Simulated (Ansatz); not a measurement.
# KF (Carobbiite, Fm-3m): phonons and vibrational spectra, part 2 of 3

Task: relax KF (Carobbiite, Fm-3m), then find its harmonic phonons.

Ansatz 0.2.0; DFT LDA, scalar-relativistic, plane waves, PAW; PAW set soft_1.

So far. Step 4 (Tight relaxation): The forces vanish by symmetry and the pressure is 0.001 GPa, within the tolerances set. The cell now holds 17.19 Å³/atom. The relaxed cell has a = 5.162 Å (conventional setting).

## 5. Modes at Γ

The zone centre comes first: it holds the modes that light can see, as far as symmetry allows. The response to a homogeneous field gives the Born charges and the dielectric tensor.

Input file input.yaml:

```yaml
crystal:
  lattice:
    - [0.0, 2.5810340524, 2.5810340524]
    - [2.5810340524, 0.0, 2.5810340524]
    - [2.5810340524, 2.5810340524, 0.0]
  atoms:
    - { symbol: K, position: [0.0, 0.0, 0.0] }
    - { symbol: F, position: [0.5, 0.5, 0.5] }
kpoints:
  mp_grid: { grid: [8, 8, 8] }
hamiltonian:
  xc: lda
  pseudopotentials: { kind: paw, azcp: { folder: soft_1 }, xc_functional: pbe }
scf:
  occupations: { method: fixed }
output:
  eigenvalues: true
phonons:
  method: dfpt
  dielectric: true
  rigid_motions: translations
```

Run with:

```
$ ansatz run input.yaml --threads 4 --pin off --max-ram 10240MiB --backend cpu --events-out ev --progress --plain --runs-dir out
```

Numbers of over 12 decimals in the logs are rounded to 6 here.

The log of the run:

```text
[...]
Crystal: 2 atoms, lattice volume = 34.388 Å³
Basis set: ecut = 420 eV, 645 PW (Γ), exchange–correlation on 50×50×50 points (8 copies of the dense FFT grid, shifted against one another)
Bands: 12, of which v1, the nominal top of the filled ones, is band 8 counted from 1 (7 counted from 0)
Symmetry: 48 space group operations
k-points: 59 of 512 (irreducible under 8 space group operations, time reversal used)
[...]
SCF iter   1: F=—  HF=-2296.118922 eV  |F-HF|=—  |Δ(HF+E_count)|=         —  Δρ=2.17e-1  dr2=1.37e1  ethr=3.10e-3  ⟨swp⟩=4.7  Hψ=3971  notcnv=0  defer=70
[...]
SCF iter  10: F=-2292.782111 eV  HF=-2292.782111 eV  |F-HF|=4.55e-13  |Δ(HF+E_count)|=  3.85e-10  Δρ=6.00e-8  dr2=1.33e-12  ethr=1.00e-12  ⟨swp⟩=7.1  Hψ=4152  notcnv=0
SCF 1 converged in 10 iterations: F = -2292.782111 eV  dr2 = 1.33e-12
[...]
DFPT response loops at Γ: preconditioner auto → none (the input reference at scf.mixing.eps_inf says where Resta's filter doesn't serve); β = 0.50; Broyden in place of MSR1
SCF converged after 10 iterations
Free energy (F): -2292.782111 eV
[...]
Internal energy: -2292.782111 eV  (E = F + TS)
E sigma→0 (E₀):  -2292.782111 eV
Fermi energy:    1.768265 eV
[...]
--- Band table (eV; the first three rows and the last of 59) ---
  k-point 0: bands = [... 4 lower, -6.9833, 1.7683, 1.7683, 1.7683, 8.1343, 12.5657, 12.5657, 12.5657]
  k-point 1: bands = [... 4 lower, -6.9899, 1.5938, 1.6967, 1.6967, 8.6161, 12.2776, 12.8030, 12.8030]
  k-point 2: bands = [... 4 lower, -7.0056, 1.2297, 1.5294, 1.5294, 9.7769, 11.9279, 13.4001, 13.4001]
  k-point 58: bands = [... 4 lower, -7.0876, 1.2537, 1.6507, 1.6507, 11.5638, 11.5638, 13.4317, 15.7531]
--- Phonons (Γ-DFPT): 2 representative perturbations + reference, on 59 of 512 k-points (Σ response iterations 6) ---
  k mesh reduced under 8 symmetry operations, with k and −k counted as one. Each operation leaves every solved perturbation unchanged. A smaller set is not considered because the run solves the response to a homogeneous field
  ASR residual: 4.615e-5 → 0.000e0 eV/Å²; symmetrization residual: 7.182e-7 eV/Å²
  ASR residual per site (eV/Å²): 1.81e-5 4.62e-5
  Γ frequencies (cm⁻¹): 0.00 0.00 0.00 210.68 210.68 210.68
  ε∞ (high-frequency dielectric tensor):
        2.097239    -0.000000    -0.000000
        0.000000     2.097239    -0.000000
        0.000000     0.000000     2.097239
  ε⁰ (static dielectric tensor: ions relaxed, cell fixed):
        5.429785    -0.000000    -0.000000
       -0.000000     5.429785    -0.000000
       -0.000000    -0.000000     5.429785
  ε⁰ − ε∞ (ionic part):
        3.332546    -0.000000    -0.000000
       -0.000000     3.332546    -0.000000
       -0.000000    -0.000000     3.332546
  softest optical mode at Γ: 210.68 cm⁻¹; the repairs (sum rule, projections) moved no ω² at Γ by more than (0.85 cm⁻¹)²
  Born effective charges Z* (e; rows j = field, columns β = displacement):
    site 0:
         1.14966   -0.00000    0.00000
        -0.00000    1.14966   -0.00000
        -0.00000   -0.00000    1.14966
    site 1:
        -1.14966    0.00000    0.00000
         0.00000   -1.14966    0.00000
         0.00000    0.00000   -1.14966
  Z* charge neutrality: 1.255e-6 e pre-enforcement
  k-mesh period / interband length: 29.2 Å / 0.88 Å = 33.32 at k = (0.0000, 0.0000, 0.0000), direct gap 6.366 eV — 14 or more, which is no proof of convergence
  optical modes at Γ without the LO–TO term, one row a degenerate level:
      ω (cm⁻¹)  modes    IR ((D/Å)²/amu)
        210.68      3             7.1548
  optical modes at Γ + LO–TO along q̂ = [1.0000, 0.0000, 0.0000]:
      ω (cm⁻¹)  modes    IR ((D/Å)²/amu)
        210.68      2             4.7698
        338.99      1             2.3849
  optical modes at Γ + LO–TO along q̂ = [0.0000, 1.0000, 0.0000]:
      ω (cm⁻¹)  modes    IR ((D/Å)²/amu)
        210.68      2             4.7698
        338.99      1             2.3849
  optical modes at Γ + LO–TO along q̂ = [0.0000, 0.0000, 1.0000]:
      ω (cm⁻¹)  modes    IR ((D/Å)²/amu)
        210.68      2             4.7698
        338.99      1             2.3849
```

Run time: 4.8 s. Hardware: 4 threads of Intel Xeon Platinum 8488C (Sapphire Rapids), shared host; peak memory 0.37 GiB.

This step gave:

```
sum-rule residual before enforcement                    : 4.62e-5 eV/Å²
miss of the charge sum rule                             : 1.25e-6 e
point group                                             : m-3m
highest optical mode at the zone centre (no LO-TO term) : 210.7 cm⁻¹
lowest optical zone-centre mode                         : 210.7 cm⁻¹
mean high-frequency dielectric constant                 : 2.097
largest Born charge (third of the trace)                : 1.150 e
mean static dielectric constant                         : 5.430
top of the zone-centre spectrum with the field          : 339.0 cm⁻¹
```

Without the LO-TO term. Patterns of degenerate modes are one choice out of their space. The modes at Γ (shares of kinetic energy by element, %):

```csv
mode,frequency (cm⁻¹),symmetry,K %,F %
1,0.0,acoustic,67,33
2,0.0,acoustic,67,33
3,0.0,acoustic,67,33
4,210.7,T1u,33,67
5,210.7,T1u,33,67
6,210.7,T1u,33,67
```

Displacements in mode 4 (210.7 cm⁻¹), the largest set to 1:
```
K1  -0.49  0.00  0.00
F2   1.00  0.00  0.00
```

Optical modes at the zone centre, without and with the macroscopic field of the longitudinal modes; each column is sorted by frequency, so a row need not hold one and the same mode. Modes with and without the field, by row:

```csv
rank among optical modes,no field (cm⁻¹),"q along (1, 0, 0) (cm⁻¹)"
1,210.7,210.7
2,210.7,210.7
3,210.7,339
```

Born charge (rows field, columns displacement) (e), principal values of the symmetric part by kind of site:

```csv
atom,atoms with these values,low,middle,high,mean
K1,1,1.15,1.15,1.15,1.15
F2,1,-1.15,-1.15,-1.15,-1.15
```

In full for F2:

```
-1.15  0.00  0.00
 0.00 -1.15  0.00
 0.00  0.00 -1.15
```

High-frequency dielectric tensor:

```
2.10 0.00 0.00
0.00 2.10 0.00
0.00 0.00 2.10
```

Static dielectric tensor (ions relaxed, fixed cell):

```
5.43 0.00 0.00
0.00 5.43 0.00
0.00 0.00 5.43
```

Transverse modes. Lines of the infrared spectrum (strongest = 100):

```csv
position (cm⁻¹),label,relative intensity
211,T1u,100
```

Before it was imposed, the acoustic sum rule was missed by 4.6e-5 eV/Å² and the charge sum rule by 1.3e-6 e. Small misses are needed for a sound result but don't prove that mesh and cutoff are converged. The lowest optical mode is real, 211 cm⁻¹.

## 6. The dispersion

Stability and thermal properties need the whole zone. Linear response on a 4×4×4 q mesh gives force constants as far as a supercell of that size would, and the tensors from the zone-centre run are typed in so that the long-range dipole term is interpolated apart.

input.yaml, the sections that differ from step 5:

```yaml
phonons:
  method: dfpt
  qmesh: [4, 4, 4]
  temperatures: { t_max: 1000, t_step: 50 }
  qpath:
    path:
      - [[0.0, 0.0, 0.0], [0.5, 0.0, 0.5], [0.625, 0.25, 0.625]]
      - [[0.375, 0.375, 0.75], [0.0, 0.0, 0.0], [0.5, 0.5, 0.5], [0.5, 0.25, 0.75], [0.5, 0.0, 0.5]]
    npoints: 10
  non_analytic_term:
    high_frequency_dielectric_tensor: [[2.0972, 0.0, 0.0], [0.0, 2.0972, 0.0], [0.0, 0.0, 2.0972]]
    born_effective_charges:
      - { species: K, tensor: [[1.1497, 0.0, 0.0], [0.0, 1.1497, 0.0], [0.0, 0.0, 1.1497]] }
      - { species: F, tensor: [[-1.1497, 0.0, 0.0], [0.0, -1.1497, 0.0], [0.0, 0.0, -1.1497]] }
    source: "zone-centre run at this cell"
# crystal, kpoints, hamiltonian, scf, output: as in step 5
```

The log of the run:

```text
[...]
Crystal: 2 atoms, lattice volume = 34.388 Å³
Basis set: ecut = 420 eV, 645 PW (Γ), exchange–correlation on 50×50×50 points (8 copies of the dense FFT grid, shifted against one another)
Bands: 12, of which v1, the nominal top of the filled ones, is band 8 counted from 1 (7 counted from 0)
Symmetry: 48 space group operations
k-points: 29 of 512
[...]
SCF iter   1: F=—  HF=-2296.118837 eV  |F-HF|=—  |Δ(HF+E_count)|=         —  Δρ=2.17e-1  dr2=1.38e1  ethr=3.10e-3  ⟨swp⟩=4.7  Hψ=1957  notcnv=0  defer=35
[...]
SCF iter  10: F=-2292.782111 eV  HF=-2292.782111 eV  |F-HF|=1.36e-12  |Δ(HF+E_count)|=  3.86e-10  Δρ=5.92e-8  dr2=1.33e-12  ethr=1.00e-12  ⟨swp⟩=5.1  Hψ=2147  notcnv=0
SCF 1 converged in 10 iterations: F = -2292.782111 eV  dr2 = 1.33e-12
[...]
NSCF: frozen V_eff on 29 k-points
[...]
DFPT response loops at q = (0, 0, 0) (fractional): preconditioner auto → none (the input reference at scf.mixing.eps_inf says where Resta's filter doesn't serve); β = 0.50; Broyden in place of MSR1
[...]
SCF converged after 10 iterations
Free energy (F): -2292.782111 eV
[...]
Internal energy: -2292.782111 eV  (E = F + TS)
E sigma→0 (E₀):  -2292.782111 eV
Fermi energy:    1.768265 eV
[...]
--- Band table (eV; the first three rows and the last of 29) ---
  k-point 0: bands = [... 4 lower, -6.9833, 1.7683, 1.7683, 1.7683, 8.1343, 12.5657, 12.5657, 12.5657]
  k-point 1: bands = [... 4 lower, -6.9899, 1.5938, 1.6967, 1.6967, 8.6161, 12.2776, 12.8030, 12.8030]
  k-point 2: bands = [... 4 lower, -7.0056, 1.2297, 1.5294, 1.5294, 9.7769, 11.9279, 13.4001, 13.4001]
  k-point 28: bands = [... 4 lower, -7.0876, 1.2537, 1.6507, 1.6507, 11.5638, 11.5638, 13.4317, 15.7531]
--- Phonons (Γ-DFPT): 2 representative perturbations + reference (Σ response iterations 6) ---
  ASR residual: 4.822e-5 → 0.000e0 eV/Å²; symmetrization residual: 8.470e-7 eV/Å²
  ASR residual per site (eV/Å²): 1.82e-5 4.82e-5
  Γ frequencies (cm⁻¹): 0.00 0.00 0.00 210.68 210.68 210.68
--- Phonons (arbitrary-q DFPT): 8 irreducible q on the 4×4×4 mesh ---
  q = [0.0000, 0.0000, 0.0000] (star 1, of the zone-centre solve; hermiticity 8.12e-7, symmetrization 6.41e-13): -0.00 0.00 0.00 210.68 210.68 210.68
  q = [0.0000, 0.0000, 0.2500] (star 8, 2 solved perturbations on 288 of 512 k-point pairs; hermiticity 3.01e-7, symmetrization 2.17e-13): 86.17 86.17 127.30 204.53 204.53 317.90
[...]
q = [0.0000, 0.2500, 0.2500] (star 6, 4 solved perturbations in 528 linear systems a pass and spin channel, the states on 164 of 512 k-point pairs; hermiticity 2.86e-7, symmetrization 2.04e-13): 62.72 62.72 160.94 214.81 214.81 277.60
[...]
sum rule: each row above includes the acoustic sum rule's correction from the zone centre's row sums; it moved no ω² by more than (0.83 cm⁻¹)²
  mesh force constants: q→R imaginary residual 3.98e-18; ASR residual 4.822e-5 → 0.000e0 eV/Å²; symmetrization residual 1.776e-15 eV/Å²
  interpolated dispersion: 63 rows × 6 modes
  density of states and harmonic sums: on the 24×24×24 q-mesh, interpolated from the force constants of a 4×4×4 supercell (with the dipole–dipole term of supplied tensors)
  largest difference from the sums on the solved wave vectors: F 1.16e-2 eV, S 1.56e-5 and C_V 4.00e-6 eV/K
  zero-point energy: 0.066138 eV/cell   skipped modes (ω ≤ 0): 3   left out of the sums: 3.62e-5 of the cell's modes: C_V's classical limit lies that fraction below 3 k_B per atom; for a crystal, a wire or a layer, F and S can be off by more, and a phonons.interpolated_qmesh denser along its periods is the remedy for the sampling
```

Wall time 47 s (4 threads); peak memory 0.77 GiB; 2.4 min of CPU time.

This step gave:

* sum-rule residual before enforcement: 4.82e-5 eV/Å²
* lowest frequency on the path: 0 cm⁻¹
* highest frequency on the path or at a solved wavevector: 339 cm⁻¹
* mean frequency: 177.8 cm⁻¹
* Debye temperature (second moment): 349 K
* logarithmic mean frequency: 166.1 cm⁻¹
* lowest mode on the q mesh (acoustic modes at Γ apart): 62.72 cm⁻¹
* zero-point energy per atom: 33.07 meV
* heat capacity at 300 K: 23.35 J/(mol atoms K)
* vibrational entropy at 300 K: 31.44 J/(mol atoms K)

Frequencies (cm⁻¹) solved at each irreducible wavevector; negative means imaginary. Frequencies by wavevector, by row:

```csv
q in reciprocal lattice units,star,mode 1,mode 2,mode 3,mode 4,mode 5,mode 6
0 0 0,1,0,0,0,210.7,210.7,210.7
0 0 0.25,8,86.2,86.2,127.3,204.5,204.5,317.9
0 0 -0.5,4,129.1,129.1,193.4,193.4,210.1,275.1
0 0.25 0.25,6,62.7,62.7,160.9,214.8,214.8,277.6
0 0.25 -0.5,24,107.3,139.3,168.2,207.5,215.7,248.3
0 0.25 -0.25,12,106.2,129,179.1,192.6,219.6,267.7
0 -0.5 -0.5,3,87.1,87.1,170,217.9,217.9,227.9
0.25 -0.5 -0.25,6,135.7,135.7,151.6,214.7,223.4,223.4
```

Interpolated from a 4×4×4 q mesh, with the LO-TO term (at Γ the limit along the path; where Γ stands inside the path, tables give the limit on arrival). Phonon branches along the path, in cm⁻¹:

```csv
point,branch 1,branch 2,branch 3,branch 4,branch 5,branch 6
Γ,0,0,0,211,211,339
halfway,63,63,161,215,215,278
X,87,87,170,218,218,228
halfway,94,109,166,215,222,227
U,111,151,152,208,225,230
jump to K,111,151,152,208,225,230
halfway,79,112,150,195,218,297
Γ,0,0,0,211,211,339
halfway,86,86,127,204,204,318
L,129,129,193,193,210,275
halfway,127,137,179,202,215,251
W,136,136,152,215,223,223
halfway,104,121,161,218,220,227
X,87,87,170,218,218,228
```

The phonon branches as a text plot (rows in cm⁻¹):

```
    332 |***                        ********
    318 |   *                    ***        *
    304 |    **                 *            **
    290 |                                      *
    275 |      *               *                ****
    261 |       *            **                     **
    247 |                   *                         **
    233 |        ***********                            *    ****
    219 |  **************************                ************
    205 |**              ***     ************** *********
    191 |        ***        *****              *******
    177 |       *   **     * ***              *       **        *
    162 |      *      ****                              *    ***
    148 |                **     *            *           ****
    134 |    **            ****             *    *************
    120 |               *  **  * *             **    **     *
    106 |   *          ****  ** *          * **              **
     92 |           ****       * ***        *                 ***
     78 |  *    ****            * **      **
     64 |      *                 *  *
     49 |    **                   ***    **
     35 | ***                       **   *
     21 | *                          *  *
      7 |*                            **
         Γ           X  U|K            Γ         L        W     X
```

Tetrahedra on a 24×24×24 mesh, mean over bins of 5 cm-1. Interpolated from a 4×4×4 q mesh. Phonon density of states against wavenumber; read off at these points:

```csv
wavenumber (cm⁻¹),phonon density of states (1/cm⁻¹/cell)
2,1.0e-5
12,1.2e-4
28,9.2e-4
38,0.00182
48,0.00319
62,0.00623
72,0.00932
82,0.0141
92,0.0213
108,0.0262
118,0.0318
128,0.0464
142,0.0199
152,0.00886
162,0.0204
172,0.0384
178,0.0267
188,0.0112
198,0.0455
212,0.0947
222,0.0434
232,0.0168
248,0.0126
258,0.0116
268,0.0111
278,0.00926
292,0.00628
302,0.00516
312,0.00419
328,0.00262
338,6.7e-4
```

The partial phonon density of states has structure finer than the step of the table below, so its rows give means over 20 cm⁻¹, whole bins alone (the curve runs from -10 to 358 cm⁻¹). Peaks (cm⁻¹: height): F 214.6: 0.0645; K 128.9: 0.0393, 172.9: 0.0260, 214.6: 0.0290.

Phonopy on the run's constants, 19x19x19 mesh, Gaussian sigma 2.6 cm-1. Interpolated from a 4×4×4 q mesh. The partial phonon density of states by wavenumber; means over each step; values in 1/cm⁻¹/cell:

```csv
wavenumber (cm⁻¹),F,K
0,7.7e-6,1.5e-5
20,1.7e-4,3.6e-4
40,7.2e-4,0.00155
60,0.00180,0.00404
80,0.00402,0.00950
100,0.00625,0.0172
120,0.00596,0.0296
140,0.00349,0.0218
160,0.00438,0.0141
180,0.00666,0.0169
200,0.0361,0.0104
220,0.0423,0.0180
240,0.0134,0.00131
260,0.0103,0.00106
280,0.00731,0.00146
300,0.00408,0.00137
320,0.00240,0.00101
340,4.9e-4,2.3e-4
```

Second derivatives of the energy by pair, one row for each kind of neighbour of each atom listed. Each entry sums the pair over the periodic images of the supercell that the q mesh stands for, and in a polar crystal it holds the long-range dipole part too. Force constants by pair, by row:

```csv
atom,neighbour,distance (Å),third of the trace (eV/Å²),along the pair's line (eV/Å²)
K1,itself,0,3.627,–
K1,F,2.581,-0.5015,-0.9073
K1,K,3.65,-0.0505,-0.5292
K1,F,4.47,0.0036,0.1892
K1,K,5.162,-0.0306,-0.1685
K1,F,5.771,0.0185,0.117
K1,K,6.322,-0.0155,-0.0828
K1,K,7.3,-0.0191,-0.098
F2,itself,0,3.132,–
F2,K,2.581,-0.5015,-0.9073
F2,F,3.65,0.0093,-0.3074
F2,K,4.47,0.0036,0.1892
F2,F,5.162,-0.0783,-0.2792
F2,K,5.771,0.0185,0.117
F2,F,6.322,-0.0116,-0.0729
F2,F,7.3,-0.0154,-0.0916
```

Harmonic thermodynamic functions per atom, from the density of states. Interpolated from a 4×4×4 q mesh. Thermodynamic functions, by row:

```csv
T (K),F_vib (meV/atom),S (J/mol-atom/K),C_V (J/mol-atom/K)
0,33.07,0,0
50,32.75,2.293,5.679
100,29.81,9.348,14.92
200,13.03,22.3,21.58
300,-15.07,31.44,23.35
400,-51.35,38.27,24.02
500,-93.9,43.66,24.35
600,-141.5,48.12,24.53
700,-193.4,51.91,24.64
800,-249,55.21,24.71
900,-307.7,58.12,24.76
1000,-369.3,60.73,24.79
```

Harmonic mean-square displacement, third of the trace. Interpolated from a 4×4×4 q mesh. Mean square displacements, by row:

```csv
T (K),K1 U_eq (Å²),F2 U_eq (Å²)
0,0.00331,0.00488
100,0.00533,0.00667
300,0.01345,0.01512
600,0.02639,0.02919
```

Symmetry leaves 8 wavevectors to solve. The lowest mode among them, the acoustic zeros apart, lies at q = (0, 0.25, 0.25) and is real, 62.7 cm⁻¹.

(Part 2 of 3 ends here.)

[Logs are printed without paths, hosts, clocks, repeated set-up lines and the standing remarks that a program may print on its own settings, such as how far it seeks lower states.]

[Hosts, paths, dates, database ids (printed as entryN), source tags and the programs' standing remarks are cut or masked in the printed files.]
